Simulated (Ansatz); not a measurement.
# How the geometry moves the gap of Cs3Bi2Br9 (P-3m1)

Wanted: the change of the gap of Cs3Bi2Br9 (P-3m1) on relaxing cell and ions.

Program: Ansatz 0.2.0. Level of theory: r2SCAN, HSE06 and G0W0, plane waves, PAW. Results are calculated unless marked as measured.

**What was measured.**

- Gap 2.6 eV: direct gap from Tauc plot; UV-vis diffuse reflectance, Tauc plot; powder (antisolvent-crystallized powder) (“Cs3Bi2Br9/g-C3N4 Direct Z-Scheme Heterojunction for Enhanced Photocatalytic Reduction of CO2 to CO”, 2023, pmc:10601477).

- Gap 2.5 eV: optical absorption edge; UV-visible absorption; 300 K; powder (crystalline powder) (“Pressure induced emergence of visible luminescence in Cs3Bi2Br9: Effect of structural distortion in optical behaviour”, 2020, arxiv:2009.01478).

### 1. The structure

It takes space group P-3m1 (No. 164, trigonal). Conventional cell: a = 7.972 Å, b = 7.972 Å, c = 9.867 Å, α = 90.00°, β = 90.00°, γ = 120.00°. Cs has 12 Br at 3.96 to 4.01 Å nearest. Nearest to Cs lie 12 Br at 3.99 to 4.07 Å. Nearest to Bi lie 6 Br at 2.71 to 2.98 Å. Nearest to Br lie 2 Bi at 2.98 Å and 4 Cs at 3.99 to 4.01 Å. Nearest to Br lie 1 Bi at 2.71 Å and 4 Cs at 3.96 to 4.07 Å. Farther neighbours and most contacts between anions are not listed.

Coordinates:

```cif
data_structure
_symmetry_space_group_name_H-M 'P 1'
_symmetry_Int_Tables_number 1
_cell_length_a 7.9720
_cell_length_b 7.9720
_cell_length_c 9.8670
_cell_angle_alpha 90.000
_cell_angle_beta 90.000
_cell_angle_gamma 120.000
_cell_volume 543.06
loop_
_atom_site_label
_atom_site_type_symbol
_atom_site_fract_x
_atom_site_fract_y
_atom_site_fract_z
_atom_site_occupancy
Cs1 Cs 0.66667 0.33333 0.66690 1
Cs2 Cs 0.33333 0.66667 0.33310 1
Cs3 Cs 0.00000 0.00000 0.00000 1
Bi4 Bi 0.66667 0.33333 0.19180 1
Bi5 Bi 0.33333 0.66667 0.80820 1
Br6 Br 0.50000 0.50000 0.00000 1
Br7 Br 0.50000 0.00000 0.00000 1
Br8 Br 0.00000 0.50000 0.00000 1
Br9 Br 0.33530 0.16765 0.33940 1
Br10 Br 0.83235 0.16765 0.33940 1
Br11 Br 0.83235 0.66470 0.33940 1
Br12 Br 0.16765 0.33530 0.66060 1
Br13 Br 0.16765 0.83235 0.66060 1
Br14 Br 0.66470 0.83235 0.66060 1
```

The cell and positions come from the Crystallography Open Database and are kept as given unless a step says otherwise. Spin-orbit coupling is left out unless a step names it. The default PAW set here is soft_2. Its files were made with PBE.

### 2. r2SCAN bands at the given cell

Levels along a band path, at the cheap level, show where the edges lie and whether the meshes to come will hold them.

This step: DFT, r2SCAN, plane waves, PAW.

input.yaml reads:

```yaml
crystal:
  lattice:
    - [7.972, 0.0, 0.0]
    - [-3.986, 6.903954519, 0.0]
    - [0.0, 0.0, 9.867]
  atoms:
    - { symbol: Cs, position: [0.6666666667, 0.3333333333, 0.6669] }
    - { symbol: Cs, position: [0.3333333333, 0.6666666667, 0.3331] }
    - { symbol: Cs, position: [0.0, 0.0, 0.0] }
    - { symbol: Bi, position: [0.6666666667, 0.3333333333, 0.1918] }
    - { symbol: Bi, position: [0.3333333333, 0.6666666667, 0.8082] }
    - { symbol: Br, position: [0.5, 0.5, 0.0] }
    - { symbol: Br, position: [0.5, 0.0, 0.0] }
    - { symbol: Br, position: [0.0, 0.5, 0.0] }
    - { symbol: Br, position: [0.3353, 0.16765, 0.3394] }
    - { symbol: Br, position: [0.83235, 0.16765, 0.3394] }
    - { symbol: Br, position: [0.83235, 0.6647, 0.3394] }
    - { symbol: Br, position: [0.16765, 0.3353, 0.6606] }
    - { symbol: Br, position: [0.16765, 0.83235, 0.6606] }
    - { symbol: Br, position: [0.6647, 0.83235, 0.6606] }
kpoints:
  mp_grid: { grid: [6, 6, 2] }
  band_path:
    path:
      - [[0.0, 0.0, 0.0], [0.5, 0.0, 0.0], [0.33333333, 0.33333333, 0.0], [0.0, 0.0, 0.0], [0.0, 0.0, 0.5], [0.5, 0.0, 0.5], [0.33333333, 0.33333333, 0.5], [0.0, 0.0, 0.5]]
      - [[0.5, 0.0, 0.5], [0.5, 0.0, 0.0]]
      - [[0.33333333, 0.33333333, 0.5], [0.33333333, 0.33333333, 0.0]]
    npoints: 10
hamiltonian:
  xc: r2scan
scf:
  occupations: { method: fermi_dirac, width: 0.02 }
  n_extra_bands: 8
output:
  eigenvalues: true
  forces: true
  stress: true
  write_density: true
  write_potential: true
  elf: true
  volumetric_format: npy
```

The run is started by

```console
$ ansatz run input.yaml --threads 3 --pin off --max-ram 92160MiB --backend cuda --events-out ev --progress --plain --runs-dir out --devices 1 --max-vram 13GiB
```

Numbers of over 12 decimals in the logs are rounded to 6 here.

What it wrote:

```text
scf.n_extra_bands = 8 over 60 filled bands (N_el = 120.0): the run solves 68 bands
GPUs: using 1 of 1 available (devices: 1).
Engine: ansatz 0.2.0, x86_64-unknown-linux-gnu
Pseudopotentials: kind: paw
Pseudopotential: Cs, paw, valence charge 9, recommended cutoff 500 eV (meta_gga), Cs.paw.azcp
Pseudopotential: Bi, paw, valence charge 15, recommended cutoff 500 eV (meta_gga), Bi.paw.azcp
Pseudopotential: Br, paw, valence charge 7, recommended cutoff 500 eV (meta_gga), Br.paw.azcp
Functional definition: r2SCAN
  parameter k0 = 0.174
  parameter k1 = 0.065
  parameter a1 = 4.9479
  exchange = r2scan_x(k0 = k0, k1 = k1, a1 = a1)
  correlation = r2scan_c
device memory: the entry about to start is reckoned to put 6.1 GiB on a device that reports 53.4 GiB free (of which the cap on the GPU budget leaves the run 13.0 GiB)
GPU FFT provider: cuFFT
GPU libraries: cuBLAS 13.8.2, cuFFT 12.4.0, cuSOLVER 12.3.4
Crystal: 14 atoms, lattice volume = 543.063 Å³
Basis set: ecut = 500 eV, 13781 PW (Γ), exchange–correlation on 240×240×288 points (64 copies of the dense FFT grid, shifted against one another)
Bands: 68, of which v1, the nominal top of the filled ones, is band 60 counted from 1 (59 counted from 0)
Symmetry: 12 space group operations
Space group: P-3m1 (ITA 164), of the structure as read, at distance tolerance 8.2e-5 Å
k-points: 14 of 72
Non-local potential: Cs, projectors of the file, l = 0: 3, l = 1: 2, l = 2: 2, l = 3: 2
Non-local potential: Bi, projectors of the file, l = 0: 2, l = 1: 2, l = 2: 2, l = 3: 2
Non-local potential: Br, projectors of the file, l = 0: 2, l = 1: 2, l = 2: 2
PAW form: soft (Blöchl's): semilocal exchange-correlation on the pseudo side does not see the compensation charge
PAW frozen core: Cs, regenerated for the run's functional (the file was generated under x = pbe(κ = 0.804, μ = 0.219515), c = pbe(β = 0.066725))
PAW frozen core: Bi, regenerated for the run's functional (the file was generated under x = pbe(κ = 0.804, μ = 0.219515), c = pbe(β = 0.066725))
PAW frozen core: Br, regenerated for the run's functional (the file was generated under x = pbe(κ = 0.804, μ = 0.219515), c = pbe(β = 0.066725))
PAW one-centre angular grid: Cs, 302 points (default); XC on 160 Gauss nodes
PAW one-centre angular grid: Bi, 590 points (default); XC on 160 Gauss nodes
PAW one-centre angular grid: Br, 302 points (default); XC on 160 Gauss nodes
Initial density: superposition of atomic densities (neutral atoms: chi_scale 0, normalization atom), corrected by the library's trained network
Initial wavefunctions: pseudopotential atomic-orbital guess
GPU buffer pool allocated for 259200 grid points (all kernels)
GPU transforms: local potential and band sums: pruned to the plane-wave sphere, on 60×60×72
[...]
SCF iter   6: F=—  HF=-67035.579293 eV  |F-HF|=—  |Δ(HF+E_count)|=   1.59e-6  Δρ=4.59e-6  dr2=1.33e-7  dr2_τ=6.67e-9  ethr=1.80e-9  ⟨swp⟩=2.0  Hψ=1765  notcnv=0  defer=27
SCF iter   7: F=-67035.579293 eV  HF=-67035.579293 eV  |F-HF|=3.93e-10  |Δ(HF+E_count)|=   1.08e-7  Δρ=1.17e-6  dr2=1.18e-8  dr2_τ=6.50e-10  ethr=8.33e-11  ⟨swp⟩=20.7  Hψ=9443  notcnv=0
SCF 1 converged in 7 iterations: F = -67035.579293 eV  dr2 = 1.18e-8
[...]
device memory: the entry about to start is reckoned to put 4.6 GiB on a device that reports 52.9 GiB free (of which the cap on the GPU budget leaves the run 13.0 GiB)
NSCF: frozen V_eff on 93 k-points
SCF converged after 7 iterations
Free energy (F): -67035.579293 eV
Harris-Foulkes:  -67035.579293 eV  (|F-HF|=3.93e-10)
Internal energy: -67035.579293 eV  (E = F + TS)
E sigma→0 (E₀):  -67035.579293 eV
Fermi energy:    4.161418 eV
--- Per-component energies (eV) ---
  E_band       = -782.399171
  E_kinetic    = 2233.139996
  E_local      = -7380.663569  (includes V_loc(G=0)·N_el)
  E_nonlocal   = 1846.179815
  E_hartree    = 2466.326197
  E_xc         = -3030.134795
  E_vxc        = -1762.354240  (∫ρ·V_xc dr)
  E_paw        = -57087.962115  (= ΣΔE_a)
  E_vpaw       = -745.739873  (= ΣTr[D̂ρ^β])
  E_aug_tail   = -0.000489  (compensation charges beyond the density's cutoff)
  E_vtau       = 94.384457  (kinetic-family band-sum trace: ∫τ·v_τ [+ j·A + Jᵃ·Aᵃ] dr)
  E_ewald      = -6082.941322
  E_core_change = 0.476989  (= ΣΔE_core)
  E_smearing   = -0.000000  (= −TS)
  E_closure    = 0.000000  (closes the sum)
  Σ components = -67035.579293   (vs F -67035.579293, Δ=0.00e0)
--- Forces (eV/Å), atoms counted from 1 ---
  atom   1  Cs     0.00000000    -0.00000000    -0.01260692
  atom   2  Cs    -0.00000000     0.00000000     0.01260692
  atom   3  Cs     0.00000000    -0.00000000     0.00000000
  atom   4  Bi     0.00000000    -0.00000000    -0.20760271
  atom   5  Bi     0.00000000     0.00000000     0.20760271
  atom   6  Br     0.00000000     0.00000000     0.00000000
  atom   7  Br    -0.00000000    -0.00000000     0.00000000
  atom   8  Br     0.00000000    -0.00000000    -0.00000000
  atom   9  Br    -0.15616397    -0.09016131     0.09120444
  atom  10  Br     0.15616397    -0.09016131     0.09120444
  atom  11  Br    -0.00000000     0.18032262     0.09120444
  atom  12  Br     0.00000000    -0.18032262    -0.09120444
  atom  13  Br    -0.15616397     0.09016131    -0.09120444
  atom  14  Br     0.15616397     0.09016131    -0.09120444
  max |Σ_I F_I| component: 8.33e-17 eV/Å
--- Stress (GPa, compression-positive) ---
        0.651526       0.000000       0.000000
        0.000000       0.651526      -0.000000
        0.000000      -0.000000       0.558844
  P = ⅓ Tr σ = 0.6206 GPa (6.206 kbar)
--- Band table (eV; the first three rows and the last of 14) ---
  k-point 0: bands = [... 56 lower, 1.8551, 1.8561, 1.9062, 2.6952, 5.5868, 6.2790, 6.2790, 7.4749, ... 4 higher]
  k-point 1: bands = [... 56 lower, 2.0373, 2.0373, 2.0399, 2.1885, 5.8059, 5.8059, 5.8407, 7.3656, ... 4 higher]
  k-point 2: bands = [... 56 lower, 1.7729, 1.8670, 1.9447, 2.6961, 5.8096, 6.2103, 6.2610, 7.3925, ... 4 higher]
  k-point 13: bands = [... 56 lower, 1.6826, 1.6826, 2.3294, 2.3294, 6.3752, 6.3752, 6.3997, 7.1100, ... 4 higher]
```

The job ended after 17 s (1 × NVIDIA H100 80GB HBM3 (shared by 6 runs) with 3 threads of AMD EPYC 7R13 (Zen 3), shared host; peak memory 2 GiB; 30 s of CPU time).

In the SCF lines HF is the Harris–Foulkes energy and dr2 the Hartree energy of the density residual, in eV; the loop may stop once dr2 is under the threshold and the program's other checks hold. Hψ counts applications of the Hamiltonian.

Numbers from this step:

```
pressure             : 0.6206 GPa
filled bands         : 60
gap                  : 2.887 eV
valence top at       : k = (0.067, 0.067, 0.000)
conduction bottom at : Γ
least direct gap     : 2.892 eV
```

The gap is indirect, with the least direct gap 0.004 eV higher.

### 3. Relaxing cell and ions

Gaps follow bond lengths, so the structure is brought to rest first.

input.yaml, the sections that differ from step 2:

```yaml
kpoints:
  mp_grid: { grid: [6, 6, 2] }
scf:
  occupations: { method: fermi_dirac, width: 0.02 }
relax:
  f_tol: 0.01
  max_steps: 60
  cell: {}
# crystal, hamiltonian: as in step 2
# output: removed
```

What it wrote:

```text
GPUs: using 1 of 1 available (devices: 1).
[...]
GPU FFT provider: cuFFT
GPU libraries: cuBLAS 13.8.2, cuFFT 12.4.0, cuSOLVER 12.3.4
Crystal: 14 atoms, lattice volume = 543.063 Å³
Basis set: ecut = 500 eV, 13781 PW (Γ), exchange–correlation on 240×240×288 points (64 copies of the dense FFT grid, shifted against one another)
Bands: 74, of which v1, the nominal top of the filled ones, is band 60 counted from 1 (59 counted from 0)
Symmetry: 12 space group operations
[...]
k-points: 14 of 72
[...]
GPU buffer pool allocated for 259200 grid points (all kernels)
[...]
SCF iter   1: F=—  HF=-67035.524603 eV  |F-HF|=—  |Δ(HF+E_count)|=         —  Δρ=2.75e-3  dr2=9.13e-2  dr2_τ=3.50e-2  ethr=1.77e-3  ⟨swp⟩=12.0  Hψ=5841  notcnv=0  defer=10
[...]
SCF iter   3: F=—  HF=-67035.579139 eV  |F-HF|=—  |Δ(HF+E_count)|=   3.39e-4  Δρ=4.08e-4  dr2=1.12e-3  dr2_τ=7.30e-5  ethr=8.33e-6  ⟨swp⟩=2.0  Hψ=1722  notcnv=0  defer=49
automatic band count: iteration 3 solves 70 bands in place of 74: the levels show a gap, and the empty bands left out lie too high to hold charge; the band table lists the bands solved (type scf.n_extra_bands for more)
SCF iter   4: F=—  HF=-67035.579056 eV  |F-HF|=—  |Δ(HF+E_count)|=   8.29e-5  Δρ=9.79e-5  dr2=4.47e-5  dr2_τ=2.85e-6  ethr=9.32e-7  ⟨swp⟩=2.1  Hψ=1565  notcnv=0  defer=49
[...]
SCF iter   7: F=-67035.579293 eV  HF=-67035.579293 eV  |F-HF|=1.37e-9  |Δ(HF+E_count)|=   1.32e-7  Δρ=1.21e-6  dr2=1.36e-8  dr2_τ=7.23e-10  ethr=8.33e-11  ⟨swp⟩=5.0  Hψ=3718  notcnv=0
SCF 1 converged in 7 iterations: F = -67035.579293 eV  dr2 = 1.36e-8
[...]
relax step   1: F+E_penalty+E_count = -67035.57929309 eV  Δ(F+E_penalty+E_count) = +0.000e0 eV  max|allowed force component| = 2.076e-1 eV/Å  Δτ_max = 0.0000 Å  P = +0.621 GPa  Ω = 543.063 Å³  (7 SCF iters, dr2 threshold 1.00e-7 eV, accepted)
[...]
relax step   2: F+E_penalty+E_count = -67035.60146198 eV  Δ(F+E_penalty+E_count) = -2.217e-2 eV  max|allowed force component| = 3.735e-2 eV/Å  Δτ_max = 0.0214 Å  P = +0.047 GPa  Ω = 549.719 Å³  energy of the carried Pulay correction = -6.461e-4 eV  (5 SCF iters, dr2 threshold 1.40e-6 eV, accepted)
[...]
relax step   4: F+E_penalty+E_count = -67035.60517065 eV  Δ(F+E_penalty+E_count) = -3.050e-4 eV  max|allowed force component| = 7.667e-3 eV/Å  Δτ_max = 0.0062 Å  P = -0.003 GPa  Ω = 555.996 Å³  energy of the carried Pulay correction = -1.248e-3 eV  (6 SCF iters, dr2 threshold 1.05e-8 eV, accepted)
[...]
relax step   5: F+E_penalty+E_count = -67035.60645968 eV  Δ(F+E_penalty+E_count) = -1.289e-3 eV  max|allowed force component| = 7.662e-3 eV/Å  Δτ_max = 0.0000 Å  P = -0.002 GPa  Ω = 555.996 Å³  stress off target by 8.12e-3 GPa  SCF on the basis re-selected at this cell (its energy is not comparable with the rows above)  (5 SCF iters)
basis re-selected at this cell: Δ(F+E_penalty+E_count) = -1.289e-3 eV, ΔP = +0.001 GPa vs the last step (what re-selecting the basis moved, of the pressure what is left beyond the Pulay correction that the steps carried, after the strain that the cell walked since its last selection, with what the two solves' SCF thresholds leave and, on support functions, any second-order correction that the steps lacked; it is no measure of the basis error at this ecutwfc). The dense FFT grid was sized anew with the basis: this SCF ran on 60×60×75 points, the steps before it on 60×60×72, so part of this shift can come from that change (see relax.cell in the input reference). [rest of the remark cut]
SCF converged after 5 iterations
Free energy (F): -67035.606460 eV
[...]
Internal energy: -67035.606460 eV  (E = F + TS)
E sigma→0 (E₀):  -67035.606460 eV
Fermi energy:    3.861936 eV
[...]
--- Forces (eV/Å), atoms counted from 1 ---
  atom   1  Cs     0.00000000     0.00000000    -0.00766215
  atom   2  Cs    -0.00000000     0.00000000     0.00766215
  atom   3  Cs    -0.00000000    -0.00000000     0.00000000
  atom   4  Bi     0.00000000     0.00000000    -0.00327324
  atom   5  Bi     0.00000000    -0.00000000     0.00327324
  atom   6  Br     0.00000000    -0.00000000     0.00000000
  atom   7  Br    -0.00000000    -0.00000000    -0.00000000
  atom   8  Br    -0.00000000    -0.00000000     0.00000000
  atom   9  Br    -0.00058431    -0.00033735     0.00121800
  atom  10  Br     0.00058431    -0.00033735     0.00121800
  atom  11  Br     0.00000000     0.00067470     0.00121800
  atom  12  Br    -0.00000000    -0.00067470    -0.00121800
  atom  13  Br    -0.00058431     0.00033735    -0.00121800
  atom  14  Br     0.00058431     0.00033735    -0.00121800
  max |Σ_I F_I| component: 5.80e-18 eV/Å
--- Stress (GPa, compression-positive) ---
        0.001241      -0.000000       0.000000
       -0.000000       0.001241       0.000000
        0.000000       0.000000      -0.008120
  P = ⅓ Tr σ = -0.0019 GPa (-0.019 kbar)
--- Band table (eV; the first three rows and the last of 14) ---
  k-point 0: bands = [... 56 lower, 1.6476, 1.6594, 1.7081, 2.3959, 5.2827, 5.9535, 5.9535, 7.1498, ... 10 higher]
  k-point 1: bands = [... 56 lower, 1.8316, 1.8316, 1.8345, 1.9270, 5.5111, 5.5238, 5.5238, 7.0431, ... 10 higher]
  k-point 2: bands = [... 56 lower, 1.5732, 1.6696, 1.7430, 2.4011, 5.4962, 5.8885, 5.9412, 7.0880, ... 10 higher]
  k-point 13: bands = [... 56 lower, 1.4918, 1.4918, 2.0648, 2.0648, 6.0476, 6.0476, 6.0676, 6.8125, ... 10 higher]
--- Relaxed structure (4 steps of the walk, 4 accepted, 1 SCFs on fresh bases) ---
  F+E_penalty+E_count = -67035.60645968 eV   max|allowed force component| = 7.662e-3 eV/Å   (the final SCF, on the basis selected at the relaxed cell)
  cell:  # Å, volume = 555.9958 Å³
    - [8.036579, 0, 0]
    - [-4.018290, 6.959882, 0]
    - [0, 0, 9.940275]
  atoms:
    - { symbol: Cs, position: [0.666667, 0.333333, 0.664143] }
    - { symbol: Cs, position: [0.333333, 0.666667, 0.335857] }
    - { symbol: Cs, position: [0, 0, 0] }
    - { symbol: Bi, position: [0.666667, 0.333333, 0.189957] }
    - { symbol: Bi, position: [0.333333, 0.666667, 0.810043] }
    - { symbol: Br, position: [0.5, 0.5, 0] }
    - { symbol: Br, position: [0.5, 0, 0] }
    - { symbol: Br, position: [0, 0.5, 0] }
    - { symbol: Br, position: [0.334349, 0.167175, 0.337503] }
    - { symbol: Br, position: [0.832825, 0.167175, 0.337503] }
    - { symbol: Br, position: [0.832825, 0.665651, 0.337503] }
    - { symbol: Br, position: [0.167175, 0.334349, 0.662497] }
    - { symbol: Br, position: [0.167175, 0.832825, 0.662497] }
    - { symbol: Br, position: [0.665651, 0.832825, 0.662497] }
```

Elapsed: 22 s, on 1 × NVIDIA H100 80GB HBM3 (shared by 6 runs) with 3 threads; peak memory 1.2 GiB; 34 s of CPU time.

The steps of the relaxation:

```tsv
step	energy less that of the first step (eV)	largest force component (eV/Å)	pressure (GPa)	volume (Å³)
1	0.0000	0.2076	0.62	543.06
2	-0.0222	0.0373	0.05	549.72
3	-0.0256	0.0129	0.00	556.17
4	-0.0259	0.0077	0.00	556.00
5*	-0.0272	0.0077	0.00	556.00
```

Relaxation steps marked * repeat the geometry before them on a plane-wave basis chosen anew for their cell, so energy and pressure can jump there.

Forces are held to the 12 operations that the run works with; a distortion that breaks them can't arise in this run.

```tsv
conventional cell, symmetrised	before	after	change
a (Å)	7.972	8.037	+0.8 %
b (Å)	7.972	8.037	+0.8 %
c (Å)	9.867	9.940	+0.7 %
volume (Å³/atom)	38.79	39.71	+2.4 %
```

The atoms that moved most (Å, as changes of fractional coordinates times the final cell):

```tsv
atom	dx	dy	dz	length
Cs2	0.000	0.000	0.027	0.027
Cs1	0.000	0.000	-0.027	0.027
Br13	-0.006	0.003	0.019	0.020
Br14	0.006	0.003	0.019	0.020
Br12	0.000	-0.007	0.019	0.020
Br10	0.006	-0.003	-0.019	0.020
Br11	0.000	0.007	-0.019	0.020
Br9	-0.006	-0.003	-0.019	0.020
```

(Part 1 of 2 ends here.)

[Paths, hosts, dates, memory and timing lines, banners, echoed tables and standing remarks are left out of the program output.]

[Logs are printed without paths, hosts, clocks, repeated set-up lines and the standing remarks that a program may print on its own settings, such as how far it seeks lower states.]

[Runs of the session that timed out or met a known fault of the program may be left out.]

[Cells called generated may have been cut or substituted from an entry of the Crystallography Open Database or the Materials Project.]

[Hosts, paths, dates, database ids (printed as entryN), source tags and the programs' standing remarks are cut or masked in the printed files.]
